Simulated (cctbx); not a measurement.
# A disordered crystal of nominal Hf6Ti3SiMo4

Cell a = 8.4560 Å, b = 8.4560 Å, c = 8.5500 Å, α = 90.00°, β = 90.00°, γ = 120.00°; space group P6_3/mmc (no. 194); nominal formula Hf6Ti3SiMo4.

Simulated single-crystal data (cctbx): Ag Kα, λ = 0.56087 Å, to d = 0.8 Å, 95 % of the full sphere, strongest reflection 5000 counts, noise from counting, a 4 % proportional error and a noise floor of 8 counts (s.d.); no absorption.

With every site full:

```text
Rint 0.061, 235 unique reflections to 0.80 A
cycle     R1     wR2    GooF  max shift (A)
   1  0.0856  0.1710   6.671   0.00410
   2  0.0152  0.0272   1.062   0.00000
final R1 0.0152 wR2 0.0272 GooF 1.062  parameters 18  data/parameter 13.1
atom        x        y        z      Ueq    occ   su(xyz)  su(Uiso or U11)
Hf1    0.80433  0.60866  0.95817   0.0100  1.000  0.00005  0.0002
Mo1    0.89185  0.78370  0.25000   0.0151  1.000  0.00016  0.0004
Mo2    0.00000  0.00000  0.00000   0.0175  1.000  0.00000  0.0006
Ti1    0.54472  0.08944  0.25000   0.0253  1.000  0.00039  0.0010
Si1    0.33333  0.66667  0.25000   0.0312  1.000  0.00000  0.0028
difference map: max 1.59 min -1.82 rms 0.43
Q1    0.0461  0.0921  0.1332   12    1.63  1.32 A from Mo2
Q2    0.0690  0.1379  0.6588   12    1.63  0.97 A from Mo1
Q3    0.1757  0.4827  0.7500   12    1.58  1.09 A from Ti1
Q4    0.1602  0.5801  0.6304   12    1.47  1.15 A from Ti1
Q5    0.1520  0.3040  0.2500    6    1.43  1.89 A from Hf1
Q6    0.1523  0.3047  0.0225   12    1.30  0.66 A from Hf1
```

With the occupancies of the suspect sites free, each still typed as its main element:

```text
Rint 0.061, 235 unique reflections to 0.80 A
cycle     R1     wR2    GooF  max shift (A)
   1  0.0462  0.0974   3.808   0.00005
   5  0.0150  0.0268   1.049   0.00003
final R1 0.0150 wR2 0.0268 GooF 1.048  parameters 19  data/parameter 12.4
atom        x        y        z      Ueq    occ   su(xyz)  su(Uiso or U11)
Hf1    0.80433  0.60866  0.95817   0.0100  1.000  0.00005  0.0001
Mo1    0.89185  0.78370  0.25000   0.0151  1.000  0.00016  0.0004
Mo2    0.00000  0.00000  0.00000   0.0175  1.000  0.00000  0.0006
Ti1    0.54471  0.08941  0.25000   0.0239  0.976  0.00039  0.0013
Si1    0.33333  0.66667  0.25000   0.0313  1.000  0.00000  0.0027
su of occupancy Ti1: 0.013
difference map: max 1.59 min -1.83 rms 0.42
Q1    0.0460  0.0919  0.1332   12    1.63  1.32 A from Mo2
Q2    0.0691  0.1382  0.6586   12    1.63  0.97 A from Mo1
Q3    0.1751  0.4828  0.7500   12    1.56  1.09 A from Ti1
Q4    0.1601  0.5800  0.6304   12    1.45  1.15 A from Ti1
Q5    0.1519  0.3038  0.2500    6    1.42  1.89 A from Hf1
Q6    0.1523  0.3047  0.0222   12    1.29  0.66 A from Hf1
```

**Question.** What is the disorder?

X-rays count electrons. Ti1 refines to 0.976(0.013), or 21.5 electrons; the site truly holds 0.94 Ti, 20.7 electrons, which is 0.940 of Ti. All are within 3 s.u. of full, so these data don't show the disorder. Occupancy correlates with U and the scale, so the match is approximate.

Freeing them takes R1 from 0.0152 to 0.0150 and GooF from 1.06 to 1.05.

The model was made for the exercise: a known structure type with other elements put in, its volume estimated, not relaxed; displacement parameters are assumed.

[Middle refinement cycles are left out of these outputs.]

[Logs are printed without paths, hosts, clocks, repeated set-up lines and the standing remarks that a program may print on its own settings, such as how far it seeks lower states.]
